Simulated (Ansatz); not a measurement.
# Surface energy of Mo(321) slab (30 atoms)

What is the surface energy of this cell, counted against the bulk crystal, and how far does it hang on functional and mesh?

Calculated with Ansatz 0.2.0: Kohn-Sham DFT, PBE, PAW (set soft_2), plane waves; cutoff 420 eV, fermi-dirac smearing of 0.1 eV. Cutoffs: 420 eV for PBE and PBEsol; 500 eV for r2SCAN.

**The cells**

The cell holds 30 atoms: 30 Mo. Its edges and angles: a = 5.473 Å, b = 7.066 Å, c = 26.824 Å, α = 90.0°, β = 90.0°, γ = 75.0°. It derives from Mo. The starting structure: Slab of Mo cut on (3 2 1), 11.8 Å thick, 2 x 1 surface cells, both faces free, 15 Å of vacuum; not relaxed. Lattice constants are starting values near those of PBE. Vacuum lies along c.

The bulk reference is Mo2 in a cell of 2 atoms, 15.777 Å³ an atom.

The input of the single point on the relaxed cell:

```yaml
crystal:
  lattice:
    - [5.47328, 0.0, 0.0]
    - [1.82443, 6.82638, 0.0]
    - [0.0, 0.0, 26.82364]
  atoms:
    - { symbol: Mo, position: [0.06853, 0.27838, 0.28691] }
    - { symbol: Mo, position: [0.34607, 0.92705, 0.31455] }
    - { symbol: Mo, position: [0.14086, 0.5698, 0.341] }
    - { symbol: Mo, position: [0.43061, 0.21402, 0.37386] }
    [... 24 atom lines left out ...]
    - { symbol: Mo, position: [0.79678, 0.64438, 0.68545] }
    - { symbol: Mo, position: [0.57433, 0.29305, 0.71309] }
kpoints:
  mp_grid: { grid: [7, 5, 1] }
hamiltonian:
  xc: pbe
scf:
  occupations: { method: fermi_dirac, width: 0.1 }
output:
  forces: true
  populations: true
  dos:
    method: { smearing: { sigma: 0.08 } }
    de: 0.1
    projected: { site_lists: { Mo: [Mo] } }
  eigenvalues: true
  write_density: true
  write_potential: true
  volumetric_format: npy
```

| cell | formula | k-mesh | relaxation steps | gain on relaxing (eV) | free energy, PBE (eV) | time of its runs on this page |
| --- | --- | --- | --- | --- | --- | --- |
| Mo(321) slab | Mo30 | 7×5×1 (relaxed on 5×4×1) | 4 | 0.93 | -148666.898 | 38 s |
| bulk Mo | Mo2 | 17×17×17 | - | - | -9912.065 | 9.7 s |

**Surface energy**

The excess is the cell's free energy less 15 times that of the bulk cell. It is divided by twice the area, as the cell holds two faces, so the value is their mean, and they need not be alike (37.36 Å²), with 1 eV/Å² = 16.022 J/m².

```
           level  k-mesh  excess (eV)  surface energy (J/m²)  per area (meV/Å²)
             PBE   7×5×1       14.079                  3.019              188.4
PBE, denser mesh   9×7×1       14.080                  3.019              188.4
          r2SCAN   7×5×1       15.141                  3.246              202.6
          PBEsol   7×5×1       15.599                  3.345              208.7
```

Worked for the first row at PBE: (-148666.898) − 15 × (-9912.065) = 14.079 eV (from unrounded energies).

Then 14.079 / (2 × 37.36) × 16.022 = 3.019 J/m².

**Findings**

At PBE the surface energy is 3.02 J/m². At the same geometries the levels give 3.02 (PBE) to 3.34 J/m² (PBEsol) and the denser mesh leaves it within 0.01 J/m². Relaxing the atoms lowered it by 0.199 J/m² from the start (on the 5×4×1 mesh of the relaxation), and the farthest atom moved 0.20 Å.

Limits: The cell edges were held, so the lattice is the typed one for every functional. Cell and bulk are sampled on unlike meshes, and the error grows with the number of atoms subtracted. These are free energies under a smearing of 0.1 eV, whose entropy term isn't removed. In some runs the program notes that positions were snapped to a detected symmetry and the exchange-correlation potential is rough where the density is thin.

[Logs are printed without paths, hosts, clocks, repeated set-up lines and the standing remarks that a program may print on its own settings, such as how far it seeks lower states.]

[Hosts, paths, dates, database ids (printed as entryN), source tags and the programs' standing remarks are cut or masked in the printed files.]
